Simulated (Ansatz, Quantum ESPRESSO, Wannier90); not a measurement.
# Ballistic channels from Wannier functions: armchair graphene ribbon, 5 dimer lines, part 3 of 5

How many channels does the wire offer, and does a small Wannier basis get them right? The wire: armchair graphene ribbon, 5 dimer lines.

Quantum ESPRESSO 7.5 and Wannier90 3.1.0; plane-wave DFT, PBE, GBRV ultrasoft pseudopotentials; cross-check by Ansatz 0.2.0 with PAW datasets.

So far. Step 2 (Ground state): The run needed 16 iterations to bring the estimated error under 1e-07 Ry; the largest force on any atom, held or free, is 2.28 eV/Å.

## 6. Wannier functions and transport

Level of this step: maximally localised Wannier functions and ballistic conductance; plane-wave DFT, PBE, GBRV ultrasoft pseudopotentials (Wannier90).

After disentangling and localising, transport_mode = bulk builds principal layers from hoppings within dist_cutoff and counts open channels.

wan.win

```
num_wann = 10
num_bands = 38
num_iter = 200
num_print_cycles = 20
conv_tol = 1e-8
conv_window = 5
guiding_centres = true
dis_num_iter = 1500
dis_conv_tol = 1e-8
dis_win_min = -10.9982
dis_win_max = 10.0018
dis_froz_max = -1.1982
dis_froz_min = -3.9982
search_shells = 120
fermi_energy = -1.9982

transport = true
transport_mode = bulk
one_dim_axis = z
dist_cutoff = 16.94
dist_cutoff_mode = one_dim
tran_win_min = -4.0
tran_win_max = 2.0
tran_energy_step = 0.02

bands_plot = true
bands_num_points = 96
begin kpoint_path
G 0.0 0.0 0.0 Z 0.0 0.0 0.5
end kpoint_path

begin projections
C:py
end projections

begin unit_cell_cart
ang
  14.8069596737 0.0000000000 0.0000000000
  0.0000000000 9.0000000000 0.0000000000
  0.0000000000 0.0000000000 4.2600000000
end unit_cell_cart

begin atoms_frac
  C  -0.0830525710 0.0000000000 0.0000000000
  C  0.0830525710 0.0000000000 0.0000000000
  H  -0.2298567640 0.0000000000 0.0387323944
  H  0.2298567640 0.0000000000 0.0387323944
  C  -0.1661051430 0.0000000000 0.1666666667
  C  0.0000000000 0.0000000000 0.1666666667
  C  0.1661051430 0.0000000000 0.1666666667
  C  -0.1661051430 0.0000000000 0.5000000000
  C  0.0000000000 0.0000000000 0.5000000000
  C  0.1661051430 0.0000000000 0.5000000000
  H  -0.2298567640 0.0000000000 0.6279342723
  H  0.2298567640 0.0000000000 0.6279342723
  C  -0.0830525710 0.0000000000 0.6666666667
  C  0.0830525710 0.0000000000 0.6666666667
end atoms_frac

mp_grid = 1 1 8
begin kpoints
  0.0 0.0 0.0000000000
  0.0 0.0 0.1250000000
  0.0 0.0 0.2500000000
  0.0 0.0 0.3750000000
  0.0 0.0 0.5000000000
  0.0 0.0 0.6250000000
  0.0 0.0 0.7500000000
  0.0 0.0 0.8750000000
end kpoints
```

Started as:

```sh
OMP_NUM_THREADS=1 wannier90.x wan > wan.run.log
```

Log:

```text
[banner, memory and clock lines left out]
+---------------------------------------------------+
             |                                                   |
             |                   WANNIER90                       |
             |                                                   |
             +---------------------------------------------------+
             |                                                   |
             |        Welcome to the Maximally-Localized         |
             |        Generalized Wannier Functions code         |
             |                             |
             |                                                   |
             |                                                   |
             |  Wannier90 Developer Group:                       |
             |    Giovanni Pizzi    (EPFL)                       |
             |    Valerio Vitale    (Cambridge)                  |
             |    David Vanderbilt  (Rutgers University)         |
             |    Nicola Marzari    (EPFL)                       |
             |    Ivo Souza         (Universidad del Pais Vasco) |
             |    Arash A. Mostofi  (Imperial College London)    |
             |    Jonathan R. Yates (University of Oxford)       |
             |                                                   |
             |  For the full list of Wannier90 3.x authors,      |
             |  please check the code documentation and the      |
             |  README on the GitHub page of the code            |
             |                                                   |
             |                                                   |
             |                                                   |
             |  [ref] "Wannier90 as a community code:            |
             |        new features and applications",            |
             |        165902 (2020).                             |
             |            |
             |                                                   |
             |  in any publications arising from the use of      |
             |                                                   |
             |  [ref] "Maximally Localized Generalised Wannier   |
             |         Functions for Composite Energy Bands"     |
             |         N. Marzari and D. Vanderbilt              |
             |         Phys. Rev. B 56 12847 (1997)              |
             |                                                   |
             |  [ref] "Maximally Localized Wannier Functions     |
             |         for Entangled Energy Bands"               |
             |         I. Souza, N. Marzari and D. Vanderbilt    |
             |         Phys. Rev. B 65 035109 (2001)             |
             |                                                   |
             |                                                   |
             | Copyright (c) 1996-2020                           |
             |        The Wannier90 Developer Group and          |
             |        individual contributors                    |
             |                                                   |
             |      Release: 3.1.0        5th March    2020      |
             |                                                   |
             | This program is free software; you can            |
             | redistribute it and/or modify it under the terms  |
             | of the GNU General Public License as published by |
             | the Free Software Foundation; either version 2 of |
             | the License, or (at your option) any later version|
             |                                                   |
             | This program is distributed in the hope that it   |
             | will be useful, but WITHOUT ANY WARRANTY; without |
             | even the implied warranty of MERCHANTABILITY or   |
             | FITNESS FOR A PARTICULAR PURPOSE. See the GNU     |
             | General Public License for more details.          |
             |                                                   |
             | You should have received a copy of the GNU General|
             | Public License along with this program; if not,   |
             | write to the Free Software Foundation, Inc.,      |
             | 675 Mass Ave, Cambridge, MA 02139, USA.           |
             |                                                   |
             +---------------------------------------------------+
[date or host left out]
             +---------------------------------------------------+

 ******************************************************************************
 * -> Using CODATA 2006 constant values                                       *
 *    (                      *
 * -> Using Bohr value from CODATA                                            *
 ******************************************************************************

 Running in serial (with parallel executable)

                                    ------
                                    SYSTEM
                                    ------

                              Lattice Vectors (Ang)
                    a_1    14.806960   0.000000   0.000000
                    a_2     0.000000   9.000000   0.000000
                    a_3     0.000000   0.000000   4.260000

                   Unit Cell Volume:     567.69883  (Ang^3)

                        Reciprocal-Space Vectors (Ang^-1)
                    b_1     0.424340   0.000000   0.000000
                    b_2     0.000000   0.698132   0.000000
                    b_3     0.000000   0.000000   1.474926

 *----------------------------------------------------------------------------*
 |   Site       Fractional Coordinate          Cartesian Coordinate (Ang)     |
 +----------------------------------------------------------------------------+
 | C    1  -0.08305   0.00000   0.00000   |   -1.22976   0.00000   0.00000    |
 | C    2   0.08305   0.00000   0.00000   |    1.22976   0.00000   0.00000    |
 | C    3  -0.16611   0.00000   0.16667   |   -2.45951   0.00000   0.71000    |
 | C    4   0.00000   0.00000   0.16667   |    0.00000   0.00000   0.71000    |
 | C    5   0.16611   0.00000   0.16667   |    2.45951   0.00000   0.71000    |
 | C    6  -0.16611   0.00000   0.50000   |   -2.45951   0.00000   2.13000    |
 | C    7   0.00000   0.00000   0.50000   |    0.00000   0.00000   2.13000    |
 | C    8   0.16611   0.00000   0.50000   |    2.45951   0.00000   2.13000    |
 | C    9  -0.08305   0.00000   0.66667   |   -1.22976   0.00000   2.84000    |
[...]
Sum of centres and spreads (  0.010389,  1.415595, 14.263133 )    25.03215461

     20    -0.219E+00     1.6754218590       25.0321546079       5.70  <-- CONV
        O_D=      0.1670294 O_OD=      4.7145358 O_TOT=     25.0321546 <-- SPRD
 Delta: O_D=  0.9786133E-01 O_OD= -0.3171940E+00 O_TOT= -0.2193326E+00 <-- DLTA
 Cycle:     40
[...]
Sum of centres and spreads (  0.010318,  3.192805, 14.266132 )    23.01654217

     40    -0.505E-03     0.1026560897       23.0165421712       5.72  <-- CONV
        O_D=      0.0736349 O_OD=      2.7923179 O_TOT=     23.0165422 <-- SPRD
 Delta: O_D=  0.2585416E-03 O_OD= -0.7633311E-03 O_TOT= -0.5047895E-03 <-- DLTA
 Cycle:     60
[...]
Sum of centres and spreads (  0.010206,  3.198042, 14.264348 )    23.01506435

     60    -0.408E-05     0.0084186147       23.0150643463       5.74  <-- CONV
        O_D=      0.0745206 O_OD=      2.7899543 O_TOT=     23.0150643 <-- SPRD
 Delta: O_D=  0.1373516E-04 O_OD= -0.1781549E-04 O_TOT= -0.4080330E-05 <-- DLTA
 Cycle:     80
[...]
Sum of centres and spreads (  0.010135,  3.198057, 14.264120 )    23.01504716

     80    -0.835E-07     0.0011478919       23.0150471577       5.77  <-- CONV
        O_D=      0.0745605 O_OD=      2.7898972 O_TOT=     23.0150472 <-- SPRD
 Delta: O_D=  0.1418437E-05 O_OD= -0.1501939E-05 O_TOT= -0.8350137E-07 <-- DLTA
 Cycle:    100
[...]
Sum of centres and spreads (  0.010064,  3.198043, 14.264116 )    23.01504619

    100    -0.436E-07     0.0008979436       23.0150461950       5.80  <-- CONV
        O_D=      0.0745488 O_OD=      2.7899080 O_TOT=     23.0150462 <-- SPRD
 Delta: O_D=  0.1699023E-05 O_OD= -0.1742616E-05 O_TOT= -0.4359289E-07 <-- DLTA

 Writing checkpoint file wan.chk... done

 Cycle:    120
[...]
Sum of centres and spreads (  0.009989,  3.198044, 14.264114 )    23.01504538

    120    -0.390E-07     0.0007565201       23.0150453803       5.82  <-- CONV
        O_D=      0.0745487 O_OD=      2.7899072 O_TOT=     23.0150454 <-- SPRD
 Delta: O_D=  0.3416898E-05 O_OD= -0.3455927E-05 O_TOT= -0.3902810E-07 <-- DLTA
 Cycle:    140
[...]
Sum of centres and spreads (  0.009903,  3.198060, 14.264098 )    23.01504447

    140    -0.489E-07     0.0008146978       23.0150444690       5.84  <-- CONV
        O_D=      0.0745561 O_OD=      2.7898989 O_TOT=     23.0150445 <-- SPRD
 Delta: O_D=  0.2826469E-05 O_OD= -0.2875381E-05 O_TOT= -0.4891185E-07 <-- DLTA
 Cycle:    160
[...]
Sum of centres and spreads (  0.009825,  3.198040, 14.264113 )    23.01504350

    160    -0.528E-07     0.0009698337       23.0150434978       5.88  <-- CONV
        O_D=      0.0745490 O_OD=      2.7899051 O_TOT=     23.0150435 <-- SPRD
 Delta: O_D= -0.4625883E-06 O_OD=  0.4097582E-06 O_TOT= -0.5283009E-07 <-- DLTA
 Cycle:    180
[...]
Sum of centres and spreads (  0.009743,  3.198042, 14.264112 )    23.01504250

    180    -0.491E-07     0.0008533131       23.0150425049       5.90  <-- CONV
        O_D=      0.0745491 O_OD=      2.7899040 O_TOT=     23.0150425 <-- SPRD
 Delta: O_D=  0.3439466E-05 O_OD= -0.3488564E-05 O_TOT= -0.4909860E-07 <-- DLTA
 Cycle:    200
[...]
Sum of centres and spreads (  0.009650,  3.198064, 14.264092 )    23.01504140

    200    -0.582E-07     0.0008978066       23.0150413962       5.92  <-- CONV
        O_D=      0.0745556 O_OD=      2.7898963 O_TOT=     23.0150414 <-- SPRD
 Delta: O_D=  0.2880546E-05 O_OD= -0.2938762E-05 O_TOT= -0.5821624E-07 <-- DLTA

 Writing checkpoint file wan.chk... done

 Final State
[...]
WF centre and spread    3  ( -2.466729, -0.000610,  0.644429 )     1.45508268
  WF centre and spread    4  (  0.003930, -0.010491,  0.514220 )     2.67061291
  WF centre and spread    5  (  2.466684, -0.000655,  0.644328 )     1.45473223
  WF centre and spread    6  ( -2.461176, -0.000825,  2.195387 )     1.40697633
  WF centre and spread    7  (  0.010280,  3.236935,  3.551124 )     6.19221889
  WF centre and spread    8  (  2.461131, -0.000879,  2.195493 )     1.40670168
  WF centre and spread    9  ( -0.701182, -0.005465,  2.581536 )     1.82789847
  WF centre and spread   10  (  0.694705, -0.005457,  2.576154 )     1.83508726
  Sum of centres and spreads (  0.009650,  3.198064, 14.264092 )    23.01504140

         Spreads (Ang^2)       Omega I      =    20.150589456
        ================       Omega D      =     0.074555623
                               Omega OD     =     2.789896318
    Final Spread (Ang^2)       Omega Total  =    23.015041396
 Time for wannierise            0.222 (sec)

 Writing checkpoint file wan.chk... done

 *---------------------------------------------------------------------------*
 |                               PLOTTING                                    |
 *---------------------------------------------------------------------------*

 Translated centres
    translation centre in fractional coordinate:  0.000000  0.000000  0.333333
  WF centre     1  ( -1.085986, -0.007178, -0.315233 )
  WF centre     2  (  1.087992, -0.007311, -0.323347 )
  WF centre     3  ( -2.466729, -0.000610,  0.644429 )
  WF centre     4  (  0.003930, -0.010491,  0.514220 )
  WF centre     5  (  2.466684, -0.000655,  0.644328 )
  WF centre     6  ( -2.461176, -0.000825,  2.195387 )
  WF centre     7  (  0.010280,  3.236935, -0.708876 )
  WF centre     8  (  2.461131, -0.000879,  2.195493 )
  WF centre     9  ( -0.701182, -0.005465,  2.581536 )
  WF centre    10  (  0.694705, -0.005457,  2.576154 )

 Calculating interpolated band-structure

 Time to calculate interpolated band structure       0.015 (sec)

 Time for plotting              0.019 (sec)

 *---------------------------------------------------------------------------*
 |                              TRANSPORT                                    |
 *---------------------------------------------------------------------------*

 Calculation of Quantum Conductance and DoS: bulk mode

 Maximum imaginary part of the real-space Hamiltonian:     0.008839

     Maximum real part of the real-space Hamiltonian at each lattice point
            Lattice point R           Max |H_ij(R)|
                  -5                     0.000000
                  -4                     0.013265
                  -3                     0.021759
                  -2                     0.106612
                  -1                     2.248281
                   0                     3.236825
                   1                     2.248281
                   2                     0.106612
                   3                     0.021759
                   4                     0.013265
                   5                     0.000000

 Number of unit cells inside the principal layer:     4
 Number of Wannier Functions inside the principal layer:    40

 Calculating quantum conductance and density of states... done

 Time for transport             2.271 (sec)
 Total Execution Time           7.628 (sec)

 *===========================================================================*
 |                             TIMING INFORMATION                            |
 *===========================================================================*
 |    Tag                                                Ncalls      Time (s)|
 |---------------------------------------------------------------------------|
 |kmesh: get                                        :         1         0.018|
 |overlap: allocate                                 :         1         0.000|
 |overlap: read                                     :         1         0.075|
 |dis: main                                         :         1         5.016|
 |wann: main                                        :         1         0.222|
 |plot: main                                        :         1         0.019|
 |tran: main                                        :         1         2.271|
 *---------------------------------------------------------------------------*

 All done: wannier90 exiting
[key lines of the parts left out:]
|  Fermi energy (eV)                         :            -1.998             |
```

The job ended after 9.1 s (1 MPI rank of Arm Neoverse N1, shared host; peak memory 0.08 GiB).

Numbers from this step:

```
lead channels at the Fermi level, one spin                                        : 3.34e-6
total spread                                                                      : 23.02 Å²
gauge-invariant spread                                                            : 20.15 Å²
largest misfit to plane-wave levels between mesh points, inside the frozen window : 0.006071 eV
```

Per spin. The quantum conductance of the perfect wire, open channels by energy, zero at the Fermi level:

| energy (eV) | quantum conductance of the perfect wire, open channels |
| --- | --- |
| -4.000 | 2 |
| -3.800 | 2.00 |
| -3.600 | 2 |
| -3.400 | 2 |
| -3.200 | 2 |
| -3.000 | 2 |
| -2.800 | 3.00 |
| -2.600 | 3 |
| -2.400 | 2 |
| -2.200 | 2 |
| -2.000 | 2 |
| -1.800 | 2 |
| -1.600 | 1 |
| -1.400 | 1 |
| -1.200 | 1 |
| -1.020 | 1 |
| -0.800 | 1 |
| -0.600 | 1 |
| -0.400 | 1 |
| -0.200 | 1.3e-4 |
| 0.000 | 3.3e-6 |
| 0.200 | 1.000 |
| 0.400 | 1 |
| 0.600 | 1 |
| 0.800 | 1 |
| 1.000 | 1 |
| 1.200 | 1 |
| 1.400 | 2.00 |
| 1.600 | 2.01 |
| 1.800 | 3 |
| 2.000 | 3 |

Wannier functions:

| no. | x (Å) | y (Å) | z (Å) | spread (Å²) |
| --- | --- | --- | --- | --- |
| 1 | -1.086 | -0.007178 | -0.3152 | 2.374 |
| 2 | 1.088 | -0.007311 | -0.3233 | 2.392 |
| 3 | -2.467 | -6.10e-4 | 0.6444 | 1.455 |
| 4 | 0.00393 | -0.01049 | 0.5142 | 2.671 |
| 5 | 2.467 | -6.55e-4 | 0.6443 | 1.455 |
| 6 | -2.461 | -8.25e-4 | 2.195 | 1.407 |
| 7 | 0.01028 | 3.237 | 3.551 | 6.192 |
| 8 | 2.461 | -8.79e-4 | 2.195 | 1.407 |
| 9 | -0.7012 | -0.005465 | 2.582 | 1.828 |
| 10 | 0.6947 | -0.005457 | 2.576 | 1.835 |

Electronic bands along the path, in eV, zero at the Fermi level; v1 is the highest filled band, c1 the lowest empty one:

| point | v4 | v3 | v2 | v1 | c1 | c2 | c3 | c4 |
| --- | --- | --- | --- | --- | --- | --- | --- | --- |
| Γ | -5.30 | -2.83 | -1.71 | -0.22 | 0.13 | 1.37 | 2.90 | 3.64 |
| halfway | -4.90 | -3.34 | -2.64 | -2.00 | 1.74 | 2.24 | 3.08 | 4.06 |
| Z | -5.31 | -3.78 | -3.71 | -2.42 | 1.61 | 3.38 | 3.48 | 4.77 |

The electronic bands as a text plot (rows in eV, shown from -7.0 to 4.6 only):

```
    4.4 |                              ++++++++++++++++++++
    3.9 |      ++++++++++++++++++++++++       ++++++  ++++++++
    3.4 |++++++                       ++++++++               ++++
    2.9 |++++++++++++++        +++++++               ++++++++
    2.4 |              +++++++++++++++       ++++++++
    2.0 |          +++++++           +++++++++++++++++
    1.5 |++++++++++          ++++++++                 +++++++++++
    1.0 |            ++++++++
    0.5 |    ++++++++
    0.0 |++++
   -0.5 | ********
   -1.0 |         ********
   -1.4 |                 *******
   -1.9 |*************           *******
   -2.4 |             ******        *****************************
   -2.9 |***************************           *******
   -3.4 |                         *******             *********
   -3.9 |                                ******           *******
   -4.4 |                                     ************
   -4.8 |                     ****************        *******
   -5.3 |*********************                               ****
   -5.8 |                                          **********
   -6.3 |                             *************
   -6.8 |*****************************
         Γ                                                      Z
```

Bands and channels are those of the Wannier model: bands that were not projected, and all outside the frozen window, are missing or only approximate.

Disentanglement stopped at its cap on iterations, so these spreads are not final.

At least 1 of the functions sits far from every atom, off the bonds: the outer window has let in states of the vacuum, so the basis is not the atomic one that was projected.

## 7. Neighbour list from wannier90 -pp, with dist_cutoff = 9.37

A sensitivity test on the input.

wan_w.win is the input of step 6 with these lines changed:

```diff
@@ -19,3 +19,3 @@
 one_dim_axis = z
-dist_cutoff = 16.94
+dist_cutoff = 9.37
 dist_cutoff_mode = one_dim
```

Started as:

```sh
OMP_NUM_THREADS=1 wannier90.x -pp wan_w > wan_w.pp.log
```

The job ended after 0.53 s (1 MPI rank; peak memory 0.09 GiB).

## 8. Overlaps and projections

The follow-up step for that run.

wan_w.p2w.in

```
&inputpp
  prefix = 'nscf'
  outdir = './out'
  seedname = 'wan_w'
  write_mmn = .true.
  write_amn = .true.
  write_unk = .false.
/
```

Started as:

```sh
OMP_NUM_THREADS=1 mpirun -n 2 pw2wannier90.x -in wan_w.p2w.in > wan_w.p2w.out
```

Elapsed: 19 s, on 2 MPI ranks; peak memory 0.16 GiB.

[end of part 3 of 5]

[Logs are printed without paths, hosts, clocks, repeated set-up lines and the standing remarks that a program may print on its own settings, such as how far it seeks lower states.]

[Hosts, paths, dates, database ids (printed as entryN), source tags and the programs' standing remarks are cut or masked in the printed files.]

[Maps of the electrostatic potential energy from Ansatz leave out the sawtooth potential of an applied field or a dipole correction, so their vacuum need not be flat; planar profiles and work functions include it.]
